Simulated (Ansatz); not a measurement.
# Kohn anomalies in LuHg (Pm-3m)

Does LuHg (Pm-3m) have a Kohn anomaly or a soft branch that a wide smearing hides?

Program: Ansatz 0.2.0. Level of theory: DFT PBEsol, scalar-relativistic, plane waves, PAW. Results are calculated unless marked as measured.

## 1. The starting structure

It takes space group Pm-3m (No. 221, cubic). The conventional cell has a = 3.607 Å, b = 3.607 Å, c = 3.607 Å, α = 90.00°, β = 90.00°, γ = 90.00°. Nearest to Lu lie 8 Hg at 3.12 Å. Nearest to Hg lie 8 Lu at 3.12 Å. Farther neighbours are not listed.

Coordinates:

```cif
data_structure
_symmetry_space_group_name_H-M 'P 1'
_symmetry_Int_Tables_number 1
_cell_length_a 3.6070
_cell_length_b 3.6070
_cell_length_c 3.6070
_cell_angle_alpha 90.000
_cell_angle_beta 90.000
_cell_angle_gamma 90.000
_cell_volume 46.93
loop_
_atom_site_label
_atom_site_type_symbol
_atom_site_fract_x
_atom_site_fract_y
_atom_site_fract_z
_atom_site_occupancy
Lu1 Lu 0.50000 0.50000 0.50000 1
Hg2 Hg 0.00000 0.00000 0.00000 1
```

## 2. Relaxation

The structure is brought to rest under this functional.

Contents of input.yaml:

```yaml
crystal:
  lattice:
    - [3.607, 0.0, 0.0]
    - [0.0, 3.607, 0.0]
    - [0.0, 0.0, 3.607]
  atoms:
    - { symbol: Lu, position: [0.5, 0.5, 0.5] }
    - { symbol: Hg, position: [0.0, 0.0, 0.0] }
kpoints:
  mp_grid: { grid: [8, 8, 8] }
hamiltonian:
  xc: pbesol
scf:
  occupations: { method: gaussian, width: 0.1 }
output:
  forces: true
  stress: true
  eigenvalues: true
  write_density: true
  write_potential: true
  elf: true
  volumetric_format: npy
relax:
  adjacent_minimum: "off"
  f_tol: 0.005
  max_steps: 80
  cell: { stress_tol: 0.05 }
```

Started as:

```console
ansatz run input.yaml --threads 4 --pin off --max-ram 8192MiB --backend cpu --events-out ev --progress --plain --runs-dir out
```

Numbers of over 12 decimals in the logs are rounded to 6 here.

Log:

```text
[the first part of the log is left out]
  E_xc         = -437.214957
  E_vxc        = -521.586225  (∫ρ·V_xc dr)
  E_paw        = -17053.904776  (= ΣΔE_a)
  E_vpaw       = -91.156377  (= ΣTr[D̂ρ^β])
  E_aug_tail   = 0.000911  (compensation charges beyond the density's cutoff)
  E_ewald      = -7442.613657
  E_core_change = 1.520819  (= ΣΔE_core)
  E_smearing   = -0.008901  (= −TS)
  E_closure    = -0.000000  (closes the sum)
  Σ components = -28280.568465   (vs F -28280.568465, Δ=0.00e0)
--- Forces (eV/Å), atoms counted from 1 ---
  atom   1  Lu    -0.00000000     0.00000000     0.00000000
  atom   2  Hg     0.00000000    -0.00000000     0.00000000
  max |Σ_I F_I| component: 7.29e-30 eV/Å
--- Stress (GPa, compression-positive) ---
       -0.029412      -0.000000       0.000000
       -0.000000      -0.029412      -0.000000
        0.000000      -0.000000      -0.029412
  P = ⅓ Tr σ = -0.0294 GPa (-0.294 kbar)
--- Band table (eV; the first three rows and the last of 35) ---
  k-point 0: bands = ["-98.7214", "-47.0699", "-47.0699", "-47.0699", "-39.7984", "-10.3986", "-10.3986", "-10.3986", "8.0569", "8.9137", "8.9137", "9.6187", "9.6187", "9.6187", "11.4490", "11.4490", "11.4490", "11.4543", "11.4543", "11.4543", "11.4736", "17.4360", "17.4360", "21.4856", "21.4856", "21.4856", "21.5229"]
  k-point 1: bands = ["-98.7214", "-47.0705", "-47.0699", "-47.0699", "-39.7975", "-10.4282", "-10.3966", "-10.3966", "8.2973", "8.9371", "9.0060", "9.5920", "9.5920", "9.6238", "11.4480", "11.4530", "11.4530", "11.4534", "11.4613", "11.4613", "11.4810", "17.2277", "17.3844", "20.1537", "20.1537", "20.5523", "21.4336"]
  k-point 2: bands = ["-98.7214", "-47.0719", "-47.0698", "-47.0698", "-39.7953", "-10.4989", "-10.3919", "-10.3919", "8.8698", "8.9944", "9.3695", "9.5294", "9.5294", "9.6360", "11.4351", "11.4625", "11.4625", "11.4648", "11.4781", "11.4781", "11.4993", "15.9647", "17.2566", "19.1046", "19.1046", "20.3831", "21.3091"]
  k-point 34: bands = ["-98.7212", "-47.0732", "-47.0732", "-47.0732", "-39.7810", "-10.5491", "-10.5491", "-10.5491", "9.1833", "9.1833", "9.1833", "10.1021", "10.1021", "11.3754", "11.4459", "11.4459", "11.4459", "11.4785", "11.4785", "11.4785", "14.8497", "14.8497", "14.8497", "15.4045", "22.3256", "22.3256", "22.3256"]
--- Relaxed structure (3 steps of the walk, 3 accepted, 1 SCFs on fresh bases) ---
  F+E_penalty+E_count = -28280.56846533 eV   max|allowed force component| = 4.996e-30 eV/Å   (the final SCF, on the basis selected at the relaxed cell)
  cell:  # Å, volume = 46.2348 Å³
    - [3.589134, 0, 0]
    - [0, 3.589134, 0.0]
    - [0, 0.0, 3.589134]
  atoms:
    - { symbol: Lu, position: [0.5, 0.5, 0.5] }
    - { symbol: Hg, position: [0, 0, 0] }
```

Elapsed: 3.8 s, on 4 threads of Arm Neoverse V2, shared host; peak memory 0.38 GiB.

Relaxation path:

```
step  energy less that of the first step (eV)  largest force component (eV/Å)  pressure (GPa)  volume (Å³)
   1                                   0.0000                          0.0000           -1.20        46.93
   2                                  -0.0014                          0.0000            1.01        45.67
   3                                  -0.0029                          0.0000           -0.03        46.23
   4                                  -0.0027                          0.0000           -0.03        46.23
```

The log counts 1 steps on a newly chosen plane-wave basis, not all of them marked here; energy and pressure can jump at such steps.

```
conventional cell, symmetrised  before  after  change
                         a (Å)   3.607  3.589  -0.5 %
                         b (Å)   3.607  3.589  -0.5 %
                         c (Å)   3.607  3.589  -0.5 %
              volume (Å³/atom)   23.46  23.12  -1.5 %
```

The relaxed structure:

```xyz
2
Lattice="3.5891 0.0000 0.0000 0.0000 3.5891 0.0000 0.0000 0.0000 3.5891" Properties=species:S:1:pos:R:3 pbc="T T T"
Lu    1.7946    1.7946    1.7946
Hg    0.0000    0.0000    0.0000
```

Numbers from this step:

```yaml
pressure: -0.02941 GPa
volume_per_atom: 23.12 Å³
metallic_on_mesh: yes
gap_on_the_k_mesh: 0 eV
```

ELF in the ac plane at fractional y = 0.000, with atoms of Hg within 0.2 Å of it. It is the smooth field of the valence electrons, not physical close to the nuclei.

Ten even steps from '_' (0.15) to '@' (0.76), each cell a mean:
```
%%##++==::::::::::::--==**##
**++==--::::::::::::::==++**
++==--::::--::::::--::--====
----::::----::::::----::::--
::::::----::......::----::::
::::::::::..______..::::::::
..::::::::..______..::::::::
::::::::::..______..::::::::
::::::----::......::----::::
::::::::----::::::----::::::
====--::::--::::::--::::--==
**++==--::::::::::::::--==++
%%**++==::::::::::::--==++##
@@%%**==::::::..::::--++**%%
```
Columns run along a (3.6 Å), rows up along c (3.6 Å). Atoms in or near the plane, at fractional coordinates: Hg at (0.00, 0.00).

Valence density in the ac plane at fractional y = 0.000, with atoms of Hg within 0.2 Å of it. It is the smooth field of the valence electrons, not physical close to the nuclei.

Values in e/Å³, 14 rows by 14 columns, each cell a mean:
```
14 11  6  2  1  0  0  0  0  0  1  3  7 12
 8  7  4  1  0  0  0  0  0  0  1  2  4  7
 3  3  1  1  0  0  0  0  0  0  0  1  2  3
 1  1  1  0  0  0  0  0  0  0  0  0  1  1
 0  0  0  0  0  0  0  0  0  0  0  0  0  0
 0  0  0  0  0  0  0  0  0  0  0  0  0  0
 0  0  0  0  0  0  0  0  0  0  0  0  0  0
 0  0  0  0  0  0  0  0  0  0  0  0  0  0
 0  0  0  0  0  0  0  0  0  0  0  0  0  0
 1  1  0  0  0  0  0  0  0  0  0  0  0  1
 3  2  1  1  0  0  0  0  0  0  0  1  1  2
 7  6  3  1  0  0  0  0  0  0  1  1  4  6
13 10  6  2  1  0  0  0  0  0  1  3  7 11
17 13  7  3  1  0  0  0  0  0  1  3  8 14
```
Columns run along a (3.6 Å), rows up along c (3.6 Å). Atoms in or near the plane, at fractional coordinates: Hg at (0.00, 0.00).

Electrostatic potential energy in the ac plane at fractional y = 0.000, with atoms of Hg within 0.2 Å of it. With pseudopotentials it is smooth inside the atoms' cores, unlike the true potential.

Ten even steps from '0' (-31 eV) to '9' (20 eV), each cell a mean:
```
00037999997200
00158999998410
22579999998742
67899999999887
99999999999999
99999999999999
99999999999999
99999999999999
99999999999999
78899999999987
34689999999753
00268999998510
00048999997200
00037999996200
```
Columns run along a (3.6 Å; values clipped at the 3rd and 97th percentile), rows up along c (3.6 Å). Atoms in or near the plane, at fractional coordinates: Hg at (0.00, 0.00).

The largest force is now zero by symmetry and the largest stress component 0.029 GPa, small enough for phonons.

## 3. Wavevectors along a line: Fermi–Dirac smearing of 0.1 eV

The smearing blurs the Fermi surface that screens the phonons; a Fermi–Dirac width is an electronic temperature.

Contents of input.yaml:

```yaml
crystal:
  lattice:
    - [3.5891338646, 0.0, 0.0]
    - [0.0, 3.5891338646, 0.0]
    - [0.0, 0.0, 3.5891338646]
  atoms:
    - { symbol: Lu, position: [0.5, 0.5, 0.5] }
    - { symbol: Hg, position: [0.0, 0.0, 0.0] }
kpoints:
  mp_grid: { grid: [16, 16, 16] }
hamiltonian:
  xc: pbesol
scf:
  occupations: { method: fermi_dirac, width: 0.1 }
output:
  eigenvalues: true
phonons:
  method: dfpt
  qpoints:
    - [0, 0, 0]
    - [0.0, 0.0625, 0.0]
    - [0.0, 0.1875, 0.0]
    - [0.0, 0.3125, 0.0]
    - [0.0, 0.4375, 0.0]
```

Log:

```text
[...]
Crystal: 2 atoms, lattice volume = 46.235 Å³
Basis set: ecut = 420 eV, 895 PW (Γ), exchange–correlation on 48×48×48 points (8 copies of the dense FFT grid, shifted against one another)
Bands: 27, of which v1, the nominal top of the filled ones, is band 23 counted from 1 (22 counted from 0)
Symmetry: 48 space group operations
k-points: 165 of 4096
[...]
SCF iter   1: F=—  HF=-28280.593697 eV  |F-HF|=—  |Δ(HF+E_count)|=         —  Δρ=2.65e-3  dr2=3.23e-3  ethr=1.77e-3  ⟨swp⟩=5.4  Hψ=22410  notcnv=0
[...]
SCF iter  10: F=-28280.591702 eV  HF=-28280.591702 eV  |F-HF|=3.64e-12  |Δ(HF+E_count)|=  1.82e-11  Δρ=4.39e-8  dr2=8.75e-13  ethr=1.00e-12  ⟨swp⟩=8.3  Hψ=30458  notcnv=0
SCF 1 converged in 10 iterations: F = -28280.591702 eV  dr2 = 8.75e-13
[...]
NSCF: frozen V_eff on 165 k-points
[...]
DFPT response loops at q = (0, 0, 0) (fractional): preconditioner auto → Kerker (q_TF=auto, 2.716 Å⁻¹) (partly filled bands, converged f_vac=0.000); β = 1.00, the filter's whole step (`scf.mixing.beta` (0.50) is not read by the response loops under this deck's `scf.mixing.preconditioner`; to damp them name `kerker` or `kerker_dos`, under which they read `scf.mixing.beta`, and type it under 1.00, their step now; both keys bind the ground state too); Broyden in place of MSR1
[...]
SCF converged after 10 iterations
Free energy (F): -28280.591702 eV
[...]
Internal energy: -28280.544834 eV  (E = F + TS)
E sigma→0 (E₀):  -28280.568268 eV
Entropy (-TS):   -0.046868 eV (-23.434 meV/atom)
Fermi energy:    16.957112 eV
[...]
--- Band table (eV; the first three rows and the last of 165) ---
  k-point 0: bands = [... 19 lower, 11.4674, 11.4857, 17.4404, 17.4404, 21.4940, 21.4940, 21.4940, 21.5217]
  k-point 1: bands = [... 19 lower, 11.4692, 11.4876, 17.4060, 17.4271, 20.8005, 20.8005, 21.1560, 21.4804]
  k-point 2: bands = [... 19 lower, 11.4743, 11.4930, 17.2310, 17.3890, 20.1578, 20.1578, 20.5526, 21.4419]
  k-point 164: bands = [... 19 lower, 11.4912, 14.8507, 14.8507, 14.8507, 15.3996, 22.3270, 22.3270, 22.3270]
--- Phonons (Γ-DFPT): 2 representative perturbations + reference (Σ response iterations 7) ---
  ASR residual: 6.600e-4 → 0.000e0 eV/Å²; symmetrization residual: 6.387e-6 eV/Å²
  ASR residual per site (eV/Å²): 6.60e-4 1.21e-4
  Γ frequencies (cm⁻¹): 0.00 0.00 0.00 86.17 86.17 86.17
  non-analytic LO–TO correction: not included (Born effective charges unavailable; polar crystals: no LO–TO splitting at Γ)
--- Phonons (arbitrary-q DFPT): 5 explicit q-points ---
  q = [0, 0, 0] (of the zone-centre solve; hermiticity 5.00e-6, symmetrization 8.27e-12): -0.00 0.00 0.00 86.17 86.17 86.17
  q = [0, 0.0625, 0] (4 solved perturbations in 4032 linear systems a pass and spin channel, the states on 1296 of 4096 k-point pairs; hermiticity 2.84e-6, symmetrization 6.38e-11): 10.68 10.68 16.14 85.91 85.91 87.28
[...]
sum rule: each row above includes the acoustic sum rule's correction from the zone centre's row sums; it moved no ω² by more than (1.01 cm⁻¹)²
```

Run time: 7.5 min. Hardware: 4 threads; peak memory 3.8 GiB.

Reading the cycles: dr2 is the Hartree energy of the density residual (eV), the measure of convergence; HF is the Harris–Foulkes estimate of the energy, which meets the free energy F at convergence.

Each wavevector solved by linear response. Frequency against |q| along the line:

```
|q| along the line (Å⁻¹)  mode 1 = mode 2 (cm⁻¹)  mode 3 (cm⁻¹)  mode 4 = mode 5 (cm⁻¹)  mode 6 (cm⁻¹)
                   0.000                       0              0                    86.2           86.2
                   0.109                    10.7           16.1                    85.9           87.3
                   0.328                    30.2           45.2                    83.6           94.0
                   0.547                    46.2           65.0                    79.9            103
                   0.766                    57.3           71.4                    75.8            110
```

## 4. Phonons along a line: Fermi–Dirac smearing of 0.25 eV

The smearing blurs the Fermi surface that screens the phonons; a Fermi–Dirac width is an electronic temperature.

Edit input.yaml of step 3 so:

```diff
@@ -13,3 +13,3 @@
 scf:
-  occupations: { method: fermi_dirac, width: 0.1 }
+  occupations: { method: fermi_dirac, width: 0.25 }
 output:
```

Wider smearing eases the sum over k-points of a metal but moves the result away from its zero-temperature value.

Log:

```text
band count auto-derived: 28 (N_el = 45.0; filled up to band 23; 27 by the electrons, moments and atoms)
[...]
Crystal: 2 atoms, lattice volume = 46.235 Å³
Basis set: ecut = 420 eV, 895 PW (Γ), exchange–correlation on 48×48×48 points (8 copies of the dense FFT grid, shifted against one another)
Bands: 28, of which v1, the nominal top of the filled ones, is band 23 counted from 1 (22 counted from 0)
Symmetry: 48 space group operations
k-points: 165 of 4096
[...]
SCF iter   1: F=—  HF=-28280.714302 eV  |F-HF|=—  |Δ(HF+E_count)|=         —  Δρ=3.39e-3  dr2=7.75e-3  ethr=1.77e-3  ⟨swp⟩=5.2  Hψ=22901  notcnv=0
[...]
SCF iter  10: F=-28280.711426 eV  HF=-28280.711426 eV  |F-HF|=1.09e-11  |Δ(HF+E_count)|=  4.66e-10  Δρ=1.49e-7  dr2=6.68e-12  ethr=1.00e-12  ⟨swp⟩=8.6  Hψ=38389  notcnv=0
SCF 1 converged in 10 iterations: F = -28280.711426 eV  dr2 = 6.68e-12
[...]
WARN: eigensolver did not converge (k=6): 1 band(s) unlocked after 20 sweeps at ethr=1.64e-12 eV (storage-precision floor; scheduled 1.00e-12 eV) (lowest unlocked band 27, counted from 0; max residual 1.12e-2 eV among the unlocked bands, 1.12e-2 eV over every band; other slots of this pass that fall short are told together in one closing line; warning suppressed until the next SCF loop or pass starts)
WARN: eigensolver did not converge in 6 slots of this pass, the one above among them; of largest residual over every band (k=6): 1 band(s) unlocked (lowest unlocked band 27, counted from 0; max residual 1.12e-2 eV among the unlocked bands, 1.12e-2 eV over every band); of lowest unlocked band (k=6): band 27
[...]
SCF converged after 10 iterations
Free energy (F): -28280.711426 eV
[...]
Internal energy: -28280.434892 eV  (E = F + TS)
E sigma→0 (E₀):  -28280.573159 eV
Entropy (-TS):   -0.276535 eV (-138.267 meV/atom)
Fermi energy:    16.913304 eV
[...]
--- Band table (eV; the first three rows and the last of 165) ---
  k-point 0: bands = [... 19 lower, 11.5301, 11.5448, 17.4637, 17.4637, 21.5150, 21.5150, 21.5150, 21.5348, ... 1 higher]
  k-point 1: bands = [... 19 lower, 11.5319, 11.5466, 17.4280, 17.4506, 20.8188, 20.8188, 21.1514, 21.5212, ... 1 higher]
  k-point 2: bands = [... 19 lower, 11.5369, 11.5518, 17.2481, 17.4128, 20.1769, 20.1769, 20.5539, 21.4827, ... 1 higher]
  k-point 164: bands = [... 19 lower, 11.5524, 14.8550, 14.8550, 14.8550, 15.3745, 22.3342, 22.3342, 22.3342, ... 1 higher]
[...]
ASR residual: 8.294e-4 → 0.000e0 eV/Å²; symmetrization residual: 3.281e-6 eV/Å²
  ASR residual per site (eV/Å²): 8.29e-4 2.74e-4
  Γ frequencies (cm⁻¹): 0.00 0.00 0.00 86.93 86.93 86.93
[...]
--- Phonons (arbitrary-q DFPT): 5 explicit q-points ---
[...]
```

Run time: 7.6 min. Hardware: 4 threads; peak memory 3.9 GiB; 30 min of CPU time.

Each wavevector solved by linear response. Table of frequency by |q| along the line:

```
|q| along the line (Å⁻¹)  mode 1 = mode 2 (cm⁻¹)  mode 3 (cm⁻¹)  mode 4 = mode 5 (cm⁻¹)  mode 6 (cm⁻¹)
                   0.000                       0              0                    86.9           86.9
                   0.109                    10.6           15.8                    86.7           87.9
                   0.328                    30.3           44.4                    84.7           94.3
                   0.547                    46.7           64.6                    81.0            103
                   0.766                    57.8           73.4                    76.9            109
```

Against step 3 (now smearing width 0.25 eV), the free energy moves by -59.9 meV an atom.

## 5. Wavevectors along a line: Fermi–Dirac smearing of 0.04 eV

Each wavevector is solved by itself, so no interpolation smooths a dip of the branch.

Edit input.yaml of step 4 so:

```diff
@@ -13,3 +13,3 @@
 scf:
-  occupations: { method: fermi_dirac, width: 0.25 }
+  occupations: { method: fermi_dirac, width: 0.04 }
 output:
```

Narrower smearing comes nearer the zero-temperature value but asks more of the mesh.

Log:

```text
[...]
Crystal: 2 atoms, lattice volume = 46.235 Å³
Basis set: ecut = 420 eV, 895 PW (Γ), exchange–correlation on 48×48×48 points (8 copies of the dense FFT grid, shifted against one another)
Bands: 27, of which v1, the nominal top of the filled ones, is band 23 counted from 1 (22 counted from 0)
Symmetry: 48 space group operations
k-points: 165 of 4096
[...]
SCF iter   1: F=—  HF=-28280.575556 eV  |F-HF|=—  |Δ(HF+E_count)|=         —  Δρ=2.69e-3  dr2=3.07e-3  ethr=1.77e-3  ⟨swp⟩=5.6  Hψ=22638  notcnv=0
[...]
SCF iter  10: F=-28280.573491 eV  HF=-28280.573491 eV  |F-HF|=1.46e-11  |Δ(HF+E_count)|=  7.28e-12  Δρ=3.69e-8  dr2=7.83e-13  ethr=1.00e-12  ⟨swp⟩=8.6  Hψ=30732  notcnv=0
SCF 1 converged in 10 iterations: F = -28280.573491 eV  dr2 = 7.83e-13
[...]
SCF converged after 10 iterations
Free energy (F): -28280.573491 eV
[...]
Internal energy: -28280.568144 eV  (E = F + TS)
E sigma→0 (E₀):  -28280.570817 eV
Entropy (-TS):   -0.005347 eV (-2.674 meV/atom)
Fermi energy:    16.964758 eV
[...]
--- Band table (eV; the first three rows and the last of 165) ---
  k-point 0: bands = [... 19 lower, 11.4493, 11.4689, 17.4339, 17.4339, 21.4822, 21.4822, 21.4822, 21.5238]
  k-point 1: bands = [... 19 lower, 11.4511, 11.4708, 17.3998, 17.4205, 20.7952, 20.7952, 21.1576, 21.4686]
  k-point 2: bands = [... 19 lower, 11.4563, 11.4763, 17.2262, 17.3822, 20.1523, 20.1523, 20.5524, 21.4301]
  k-point 164: bands = [... 19 lower, 11.4736, 14.8495, 14.8495, 14.8495, 15.4074, 22.3251, 22.3251, 22.3251]
[...]
ASR residual: 1.377e-4 → 0.000e0 eV/Å²; symmetrization residual: 6.755e-6 eV/Å²
  ASR residual per site (eV/Å²): 1.38e-4 2.44e-5
  Γ frequencies (cm⁻¹): 0.00 0.00 0.00 85.72 85.72 85.72
[...]
--- Phonons (arbitrary-q DFPT): 5 explicit q-points ---
[...]
```

The job ended after 7.2 min (4 threads; peak memory 3.8 GiB; 28 min of CPU time).

(Part 1 of 2 ends here.)

[Logs are printed without paths, hosts, clocks, repeated set-up lines and the standing remarks that a program may print on its own settings, such as how far it seeks lower states.]

[Hosts, paths, dates, database ids (printed as entryN), source tags and the programs' standing remarks are cut or masked in the printed files.]
